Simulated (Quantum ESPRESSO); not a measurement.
# Magnetic state of NiO from several starts

Does NiO prefer parallel or opposed moments?

Main program and level: Quantum ESPRESSO 7.5; LDA with U = 6 eV on Ni d (ortho-atomic projectors); plane waves with GBRV 1.5 LDA potentials, no spin-orbit coupling.

### 1. The structure

It takes space group Fm-3m (No. 225, cubic). The conventional cell has a = 4.172 Å, b = 4.172 Å, c = 4.172 Å, α = 90.00°, β = 90.00°, γ = 90.00°. Ni has 6 O at 2.09 Å nearest. Nearest to O lie 6 Ni at 2.09 Å. Farther neighbours and most contacts between anions are not listed.

The cell comes from the Crystallography Open Database.

### 2. Run 1 (ferro +)

The signs are those of the starting moments on the seeded atoms, the atoms that are given a moment.

Input file pw.in:

```
&CONTROL
  calculation = 'scf'
  prefix = 'pwscf'
  outdir = './tmp'
  pseudo_dir = './pseudo'
  disk_io = 'nowf'
/
&SYSTEM
  ibrav = 0
  celldm(1) = 8
  nat = 2
  ntyp = 2
  ecutwfc = 40
  ecutrho = 280
  nbnd = 20
  occupations = 'smearing'
  smearing = 'fd'
  degauss = 0.00367493
  nspin = 2
  starting_magnetization(1) = 0.1111
  starting_magnetization(2) = 0
/
&ELECTRONS
  conv_thr = 4d-09
  electron_maxstep = 150
  mixing_beta = 0.3
/
ATOMIC_SPECIES
Ni     58.6934 ni_lda_v1.4.uspp.F.UPF
O      15.9990 o_lda_v1.2.uspp.F.UPF
CELL_PARAMETERS alat
   0.0000000000000    0.4927228531442    0.4927228531442
   0.4927228531442    0.0000000000000    0.4927228531442
   0.4927228531442    0.4927228531442    0.0000000000000
ATOMIC_POSITIONS crystal
Ni      0.0000000000    0.0000000000    0.0000000000
O       0.5000000000    0.5000000000    0.5000000000
K_POINTS automatic
8 8 8 0 0 0
HUBBARD {ortho-atomic}
U Ni-3d 6.0000
```

The run is started by

```
OMP_NUM_THREADS=1 mpirun -n 4 pw.x -nk 4 -in pw.in > pw.out
```

What it wrote:

```text
Program PWSCF v.7.5 starts

     Message from routine setup:
     using ibrav=0 with symmetry is DISCOURAGED, use correct ibrav instead

     K-points division:     npool     =       4
     Subspace diagonalization in iterative solution of the eigenvalue problem:

     G-vector sticks info
     --------------------
     sticks:   dense  smooth     PW     G-vecs:    dense   smooth      PW
     Sum         595     349    121                 9721     4279     869

     Using Slab Decomposition

     bravais-lattice index     =            0
     lattice parameter (alat)  =       8.0000  a.u.
     unit-cell volume          =     122.4921 (a.u.)^3
     number of atoms/cell      =            2
     number of atomic types    =            2
     number of electrons       =        24.00
     number of Kohn-Sham states=           20
     kinetic-energy cutoff     =      40.0000  Ry
     charge density cutoff     =     280.0000  Ry
     scf convergence threshold =      4.0E-09
     mixing beta               =       0.3000
     number of iterations used =            8  plain     mixing
     Exchange-correlation= SLA  PZ   NOGX NOGC
                           (   1   1   0   0   0   0   0)
     Hubbard projectors: ortho-atomic
     Hubbard parameters of DFT+U (Dudarev formulation) in eV:
     U(Ni-3d) =  6.0000

     Internal variables: lda_plus_u =T, lda_plus_u_kind = 0

     Internal variables: orbital_resolved =F, hub_pot_fix =F, apply_U = F

     celldm(1)=   8.000000  celldm(2)=   0.000000  celldm(3)=   0.000000
     celldm(4)=   0.000000  celldm(5)=   0.000000  celldm(6)=   0.000000

     crystal axes: (cart. coord. in units of alat)
               a(1) = (   0.000000   0.492723   0.492723 )
               a(2) = (   0.492723   0.000000   0.492723 )
               a(3) = (   0.492723   0.492723   0.000000 )

     reciprocal axes: (cart. coord. in units 2 pi/alat)
               b(1) = ( -1.014769  1.014769  1.014769 )
               b(2) = (  1.014769 -1.014769  1.014769 )
               b(3) = (  1.014769  1.014769 -1.014769 )

     PseudoPot. # 1 for Ni read from file:
     ni_lda_v1.4.uspp.F.UPF
     Pseudo is Ultrasoft + core correction, Zval = 18.0
     Generated by new atomic code, or converted to UPF format
     Using radial grid of  865 points,  6 beta functions with:
                l(1) =   0
                l(2) =   0
                l(3) =   1
                l(4) =   1
                l(5) =   2
                l(6) =   2
     Q(r) pseudized with 10 coefficients,  rinner =    0.980   0.980   0.980
                                                       0.980   0.980

     PseudoPot. # 2 for O  read from file:
     o_lda_v1.2.uspp.F.UPF
     Pseudo is Ultrasoft + core correction, Zval =  6.0
     Generated by new atomic code, or converted to UPF format
     Using radial grid of  737 points,  5 beta functions with:
                l(1) =   0
                l(2) =   0
                l(3) =   1
                l(4) =   1
                l(5) =   2
     Q(r) pseudized with  8 coefficients,  rinner =    0.900   0.900   0.900
                                                       0.900   0.900

     atomic species   valence    mass     pseudopotential
     Ni               18.00    58.69340     Ni( 1.00)
     O                 6.00    15.99900     O ( 1.00)

     Starting magnetic structure
     atomic species   magnetization
     Ni              0.111
     O               0.000

     48 Sym. Ops., with inversion, found

   Cartesian axes

     site n.     atom                  positions (alat units)
         1        Ni     tau(   1) = (   0.0000000   0.0000000   0.0000000  )
         2        O      tau(   2) = (   0.4927229   0.4927229   0.4927229  )

     number of k points=    29  Fermi-Dirac smearing, width (Ry)=  0.0037
                       cart. coord. in units 2pi/alat
        k(    1) = (   0.0000000   0.0000000   0.0000000), wk =   0.0019531
        k(    2) = (   0.1268462   0.1268462  -0.1268462), wk =   0.0156250
        k(    3) = (   0.2536923   0.2536923  -0.2536923), wk =   0.0156250
        k(    4) = (   0.3805385   0.3805385  -0.3805385), wk =   0.0156250
        k(    5) = (  -0.5073846  -0.5073846   0.5073846), wk =   0.0078125
        [... 24 further k-points ...]

     Dense  grid:     9721 G-vectors     FFT dimensions: (  30,  30,  30)

     Smooth grid:     4279 G-vectors     FFT dimensions: (  24,  24,  24)

     Check: negative core charge=   -0.000015
     Generating pointlists ...
     new r_m :   0.2032 (alat units)  1.6260 (a.u.) for type    1
     new r_m :   0.2032 (alat units)  1.6260 (a.u.) for type    2

     Initial potential from superposition of free atoms

     starting charge      22.0000, renormalised to      24.0000

     STARTING HUBBARD OCCUPATIONS:

     =================== HUBBARD OCCUPATIONS ===================
     ------------------------ ATOM    1 ------------------------
     Tr[ns(  1)] (up, down, total) =   5.00000  3.00000  8.00000
     Atomic magnetic moment for atom   1 =   2.00000
     [... lines left out ...]
     Number of occupied Hubbard levels =    8.0000

     Atomic wfc used for Hubbard projectors are orthogonalized

     Starting wfcs are   17 randomized atomic wfcs +    3 random wfcs

     Self-consistent Calculation

     iteration #  1     ecut=    40.00 Ry     beta= 0.30
     Davidson diagonalization with overlap
     ethr =  1.00E-02,  avg # of iterations =  5.8

     =================== HUBBARD OCCUPATIONS ===================
     ------------------------ ATOM    1 ------------------------
     Tr[ns(  1)] (up, down, total) =   3.22588  0.77503  4.00091
     Atomic magnetic moment for atom   1 =   2.45086
     [... lines left out ...]
     Number of occupied Hubbard levels =    4.0009

     total energy              =    -367.30873480 Ry
     estimated scf accuracy    <      27.92593453 Ry

     total magnetization       =     2.73 Bohr mag/cell
     absolute magnetization    =     2.76 Bohr mag/cell

     iteration #  2     ecut=    40.00 Ry     beta= 0.30
     Davidson diagonalization with overlap
     ethr =  1.00E-02,  avg # of iterations =  3.1

     total energy              =    -373.71128989 Ry
     estimated scf accuracy    <      11.17946726 Ry

     total magnetization       =     0.19 Bohr mag/cell
     absolute magnetization    =     0.20 Bohr mag/cell

     iteration #  3     ecut=    40.00 Ry     beta= 0.30
     Davidson diagonalization with overlap
     ethr =  1.00E-02,  avg # of iterations =  2.0

     total energy              =    -375.09891209 Ry
     estimated scf accuracy    <       0.40441043 Ry

     total magnetization       =     2.00 Bohr mag/cell
     absolute magnetization    =     2.01 Bohr mag/cell

     [... further iterations left out ...]

     iteration # 10     ecut=    40.00 Ry     beta= 0.30
     Davidson diagonalization with overlap
     ethr =  1.60E-08,  avg # of iterations =  1.6

     total energy              =    -375.30309304 Ry
     estimated scf accuracy    <       0.00000002 Ry

     total magnetization       =     2.00 Bohr mag/cell
     absolute magnetization    =     2.01 Bohr mag/cell

     iteration # 11     ecut=    40.00 Ry     beta= 0.30
     Davidson diagonalization with overlap
     ethr =  1.04E-10,  avg # of iterations =  2.0

     total energy              =    -375.30309318 Ry
     estimated scf accuracy    <          6.5E-09 Ry

     total magnetization       =     2.00 Bohr mag/cell
     absolute magnetization    =     2.01 Bohr mag/cell

     iteration # 12     ecut=    40.00 Ry     beta= 0.30
     Davidson diagonalization with overlap
     ethr =  2.72E-11,  avg # of iterations =  1.8

     total energy              =    -375.30309324 Ry
     estimated scf accuracy    <          4.9E-09 Ry

     total magnetization       =     2.00 Bohr mag/cell
     absolute magnetization    =     2.01 Bohr mag/cell

     iteration # 13     ecut=    40.00 Ry     beta= 0.30
     Davidson diagonalization with overlap
     ethr =  2.04E-11,  avg # of iterations =  2.0

     Magnetic moment per site  (integrated on atomic sphere of radius R)
     atom   1 (R=0.203)  charge= 15.6170  magn=  1.6991
     atom   2 (R=0.203)  charge=  5.6943  magn=  0.2398

     End of self-consistent calculation

     =================== HUBBARD OCCUPATIONS ===================
     ------------------------ ATOM    1 ------------------------
     Tr[ns(  1)] (up, down, total) =   4.97358  3.25450  8.22808
     Atomic magnetic moment for atom   1 =   1.71908
     [... lines left out ...]
     Number of occupied Hubbard levels =    8.2281

     [... lines left out ...]
     the Fermi energy is    14.0832 ev

!    total energy              =    -375.30309330 Ry
     estimated scf accuracy    <          8.6E-11 Ry
     smearing contrib. (-TS)   =      -0.00000000 Ry
     internal energy E=F+TS    =    -375.30309330 Ry

     The total energy is F=E-TS. E is the sum of the following terms:
     one-electron contribution =    -216.23288832 Ry
     hartree contribution      =     122.35780293 Ry
     xc contribution           =     -42.27226895 Ry
     ewald contribution        =    -239.22330751 Ry
     Hubbard energy            =       0.06756855 Ry

     total magnetization       =     2.00 Bohr mag/cell
     absolute magnetization    =     2.01 Bohr mag/cell

     convergence has been achieved in  13 iterations

=------------------------------------------------------------------------------=
   JOB DONE.
=------------------------------------------------------------------------------=
```

Elapsed: 4 s, on 4 MPI ranks of Arm Neoverse V2, shared host; peak memory 0.25 GiB; 16 s of CPU time.

Spin moment in the atom's sphere by atom:

```csv
atom,spin moment in the atom's sphere (μB)
Ni1,1.70
O2,0.24
```

This step gave:

- smearing term TS: 3.89e-9 eV
- magnetization: 2 μB
- absolute magnetization: 2.011 μB
- final state: ferromagnetic

Spin density in the ac plane of the conventional cell at fractional y = 0.000, with atoms of Ni and O within 0.2 Å of it.

Ten even steps from '0' (0.0 e/Å³) to '9' (5.4 e/Å³), each cell a mean:
```
82000000000014
30000000000001
00000000000000
00000000000000
00000001000000
00000026100000
00000389610000
00000148200000
00000013000000
00000000000000
00000000000000
10000000000000
61000000000002
96100000000038
```
Columns run along a (4.2 Å), rows up along c (4.2 Å), edges of the conventional cell, whose origin can differ from the input's. Atoms in or near the plane, at fractional coordinates: Ni at (0.00, 0.00), Ni at (0.50, 0.50), O at (0.50, 0.00), O at (0.00, 0.50).

Valence density in the ac plane of the conventional cell at fractional y = 0.000, with atoms of Ni and O within 0.2 Å of it. It is the smooth field of the valence electrons, not physical close to the nuclei.

Ten steps, logarithmic in the rise over the least value, from '0' (0 e/Å³) to '9' (39 e/Å³), each cell a mean:
```
97311356521158
64201234310135
21000112100011
11000011100001
32100234310012
54211478631135
65312699841246
65211589731135
43101356420123
21000112100011
11000011100001
43100123210023
86311355421147
98412466531269
```
Columns run along a (4.2 Å), rows up along c (4.2 Å), edges of the conventional cell, whose origin can differ from the input's. Atoms in or near the plane, at fractional coordinates: Ni at (0.00, 0.00), Ni at (0.50, 0.50), O at (0.50, 0.00), O at (0.00, 0.50).

(Part 1 of 2 ends here.)

[Logs and program files are shortened in this print: banners, set-up blocks, solver, clock and traceback lines can be left out without a mark of their own.]

[Logs are printed without paths, hosts, clocks, repeated set-up lines and the standing remarks that a program may print on its own settings, such as how far it seeks lower states.]

[Hosts, paths, dates, database ids (printed as entryN), source tags and the programs' standing remarks are cut or masked in the printed files.]

[Where a cell is said to come from a database of computed structures, the database is the Materials Project.]
